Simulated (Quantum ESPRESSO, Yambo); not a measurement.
# Gap slopes of WS2 (Tungstenite) from G0W0 (hydrostatic strain), part 2 of 2

Does PBE give the same change of gap under hydrostatic strain as G0W0? The case is WS2 (Tungstenite).

Quantum ESPRESSO 7.5 and Yambo 5.3.0; PBE and many-body steps on it, plane waves. Known limits of the many-body steps: not at the basis limit; no spin-orbit coupling; coarse k mesh.

So far. Step 6 (G0W0, strain -1 %): The gap on the mesh goes from 0.95 eV to 1.32 eV, a correction of +0.37 eV.

## Step 7: G0W0, strain +1 %

Level of this step: G0W0 on PBE, plane waves, norm-conserving pseudopotentials (Yambo).

The cell differs from the one that the last finished run ended in (a 3.122 → 3.185 Å, b 3.122 → 3.185 Å, c 12.200 → 12.446 Å).

Contents of gw3.in:

```
HF_and_locXC
gw0
dyson
ppa
em1d
rim_cut
RandQpts= 1000000
RandGvec= 1 RL
EXXRLvcs= 62 Ry
VXCRLvcs= 248 Ry
Chimod= "HARTREE"
% BndsRnXp
 1 | 182 |
%
NGsBlkXp= 353 RL
% LongDrXp
 1 | 1 | 1 |
%
% GbndRnge
 1 | 182 |
%
DysSolver= "n"
ExtendOut
PPAPntXp= 27.21138 eV
% QPkrange
 1 | 1 | 25 | 28 |
 9 | 9 | 25 | 28 |
 13 | 13 | 25 | 28 |
%
```

Started as:

```
> OMP_NUM_THREADS=2 mpirun -n 2 yambo -F gw3.in -J gw3 -C gw3 > gw3.log
```

Output:

```text
 Yambo, version 5.3.0

 [02] CORE Variables Setup
 =========================

  [... cell, symmetries and grids as in the set-up ...]

  [02.05] Energies & Occupations
  ==============================

  [X] === General ===
  [X] Electronic Temperature                        :  0.000000  0.000000 [eV K]
  [X] Bosonic    Temperature                        :  0.000000  0.000000 [eV K]
  [X] Finite Temperature mode                       : no
  [X] El. density                                   :  0.47565E+24 [cm-3]
[...]
QP @ state[ 2 ] b range                          :  25  28
   QP @ state[ 3 ] K range                          :  13  13
   QP @ state[ 3 ] b range                          :  25  28
   GF energies kind                                 : Perdew, Burke & Ernzerhof(X)+Perdew, Burke & Ernzerhof(C)
   GF WF`s kind                                     : Perdew, Burke & Ernzerhof(X)+Perdew, Burke & Ernzerhof(C)
   Xs energies kind                                 : Perdew, Burke & Ernzerhof(X)+Perdew, Burke & Ernzerhof(C)
   Xs WF`s kind                                     : Perdew, Burke & Ernzerhof(X)+Perdew, Burke & Ernzerhof(C)

 [11] Game Over & Game summary
```

Run time: 15 min. Hardware: 2 MPI ranks of Arm Neoverse V1, shared host; peak memory 1.6 GiB.

This step gave:

```
G0W0 gap on the points computed              : 1.376 eV
starting gap on the mesh                     : 1.007 eV
k of the valence top                         : 0, 0, 0
k of the conduction bottom                   : 0.1667, 0.1667, 0
least direct G0W0 gap on the computed points : 2.420 eV
```

The gap on the mesh goes from 1.01 eV to 1.38 eV, a correction of +0.37 eV.

Again on this cell's own states.

## Step 8: G0W0, strain -2 %

The cell differs from the one that the last finished run ended in (a 3.185 → 3.090 Å, b 3.185 → 3.090 Å, c 12.446 → 12.077 Å).

gw4.in is the same as gw3.in of step 7.

Started as:

```
> OMP_NUM_THREADS=2 mpirun -n 2 yambo -F gw4.in -J gw4 -C gw4 > gw4.log
```

Output:

```text
 Yambo, version 5.3.0

 [02] CORE Variables Setup
 =========================

  [... cell, symmetries and grids as in the set-up ...]

  [02.05] Energies & Occupations
  ==============================

  [X] === General ===
  [X] Electronic Temperature                        :  0.000000  0.000000 [eV K]
  [X] Bosonic    Temperature                        :  0.000000  0.000000 [eV K]
  [X] Finite Temperature mode                       : no
  [X] El. density                                   :  0.52068E+24 [cm-3]
[...]
QP @ state[ 2 ] b range                          :  25  28
   QP @ state[ 3 ] K range                          :  13  13
   QP @ state[ 3 ] b range                          :  25  28
   GF energies kind                                 : Perdew, Burke & Ernzerhof(X)+Perdew, Burke & Ernzerhof(C)
   GF WF`s kind                                     : Perdew, Burke & Ernzerhof(X)+Perdew, Burke & Ernzerhof(C)
   Xs energies kind                                 : Perdew, Burke & Ernzerhof(X)+Perdew, Burke & Ernzerhof(C)
   Xs WF`s kind                                     : Perdew, Burke & Ernzerhof(X)+Perdew, Burke & Ernzerhof(C)

 [11] Game Over & Game summary
```

It took 11 min on 2 MPI ranks; peak memory 1.4 GiB.

Numbers from this step:

```yaml
g0w0_gap_on_the_points_computed: 1.285 eV
starting_gap_on_the_mesh: 0.9124 eV
k_of_the_valence_top: 0, 0, 0
k_of_the_conduction_bottom: 0.1667, 0.1667, 0
least_direct_g0w0_gap_on_the_computed_points: 2.639 eV
```

The gap on the mesh goes from 0.91 eV to 1.28 eV, a correction of +0.37 eV.

Again on this cell's own states.

## Step 9: G0W0, strain +2 %

The cell differs from the one that the last finished run ended in (a 3.090 → 3.216 Å, b 3.090 → 3.216 Å, c 12.077 → 12.569 Å).

gw5.in is the same as gw4.in of step 8.

Started as:

```
> OMP_NUM_THREADS=2 mpirun -n 2 yambo -F gw5.in -J gw5 -C gw5 > gw5.log
```

Output:

```text
 Yambo, version 5.3.0

 [02] CORE Variables Setup
 =========================

  [... cell, symmetries and grids as in the set-up ...]

  [02.05] Energies & Occupations
  ==============================

  [X] === General ===
  [X] Electronic Temperature                        :  0.000000  0.000000 [eV K]
  [X] Bosonic    Temperature                        :  0.000000  0.000000 [eV K]
  [X] Finite Temperature mode                       : no
  [X] El. density                                   :  0.46180E+24 [cm-3]
[...]
QP @ state[ 2 ] b range                          :  25  28
   QP @ state[ 3 ] K range                          :  13  13
   QP @ state[ 3 ] b range                          :  25  28
   GF energies kind                                 : Perdew, Burke & Ernzerhof(X)+Perdew, Burke & Ernzerhof(C)
   GF WF`s kind                                     : Perdew, Burke & Ernzerhof(X)+Perdew, Burke & Ernzerhof(C)
   Xs energies kind                                 : Perdew, Burke & Ernzerhof(X)+Perdew, Burke & Ernzerhof(C)
   Xs WF`s kind                                     : Perdew, Burke & Ernzerhof(X)+Perdew, Burke & Ernzerhof(C)

 [11] Game Over & Game summary
```

It took 18 min on 2 MPI ranks; peak memory 1.6 GiB.

Numbers from this step:

* G0W0 gap on the points computed: 1.395 eV
* starting gap on the mesh: 1.029 eV
* k of the valence top: 0, 0, 0
* k of the conduction bottom: 0.1667, 0.1667, 0
* least direct G0W0 gap on the computed points: 2.349 eV

The gap on the mesh goes from 1.03 eV to 1.40 eV, a correction of +0.37 eV.

Again on this cell's own states.

## Step 10: The series

One mesh (6×6×2), Godby-Needs plasmon pole, 182 bands in every cell; hydrostatic strain per length. Fractional positions are the same in all cells, though this structure has free coordinates, so these are clamped-ion slopes.

| strain (%) | PBE gap (eV) | G0W0 gap (eV) | least direct G0W0 gap (eV) | G0W0 edges |
| --- | --- | --- | --- | --- |
| -2 | 0.912 | 1.285 | 2.639 | Γ to (0.167, 0.167, 0.000) |
| -1 | 0.949 | 1.320 | 2.565 | Γ to (0.167, 0.167, 0.000) |
| +0 | 0.981 | 1.351 | 2.491 | Γ to (0.167, 0.167, 0.000) |
| +1 | 1.007 | 1.376 | 2.420 | Γ to (0.167, 0.167, 0.000) |
| +2 | 1.029 | 1.395 | 2.349 | Γ to (0.167, 0.167, 0.000) |

## Step 11: What came out

| Item | Value |
| --- | --- |
| slope under compression | +34 (PBE) and +33 (G0W0) meV per % |
| slope under tension | +24 (PBE) and +22 (G0W0) meV per % |
| ions | clamped: fractional positions held |
| GW settings, unstrained cell | 6×6×2 mesh, 182 bands |
| known limits | not at the basis limit; no spin-orbit coupling; coarse k mesh |

In words: On the side of compression the slopes of gap against strain are +34 (PBE) and +33 (G0W0) meV per %. On the side of tension the slopes of gap against strain are +24 (PBE) and +22 (G0W0) meV per %. One line through all points gives volume deformation potentials of 0.97 eV (PBE) and 0.92 eV (G0W0). Gaps are read on the mesh, so a valley between its points is missed. Bands and cutoff are finite, so the gap is not at the basis limit. The miss can reach some tenths of an eV and take either sign; the mesh is an error of its own. In the G0W0 run levels were corrected at 3 k points alone, so a gap called «on the mesh» is the least over those, and an edge elsewhere would be missed. The 6×6×2 mesh is coarse for this cell, which bears on the long-range parts of exchange and screening. The many-body steps are scalar-relativistic: spin-orbit coupling is not in them.

[Paths, hosts, dates, memory and timing lines, banners, echoed tables and standing remarks are left out of the program output.]

[Logs are printed without paths, hosts, clocks, repeated set-up lines and the standing remarks that a program may print on its own settings, such as how far it seeks lower states.]

[Runs of the session that timed out or met a known fault of the program may be left out.]

[Hosts, paths, dates, database ids (printed as entryN), source tags and the programs' standing remarks are cut or masked in the printed files.]
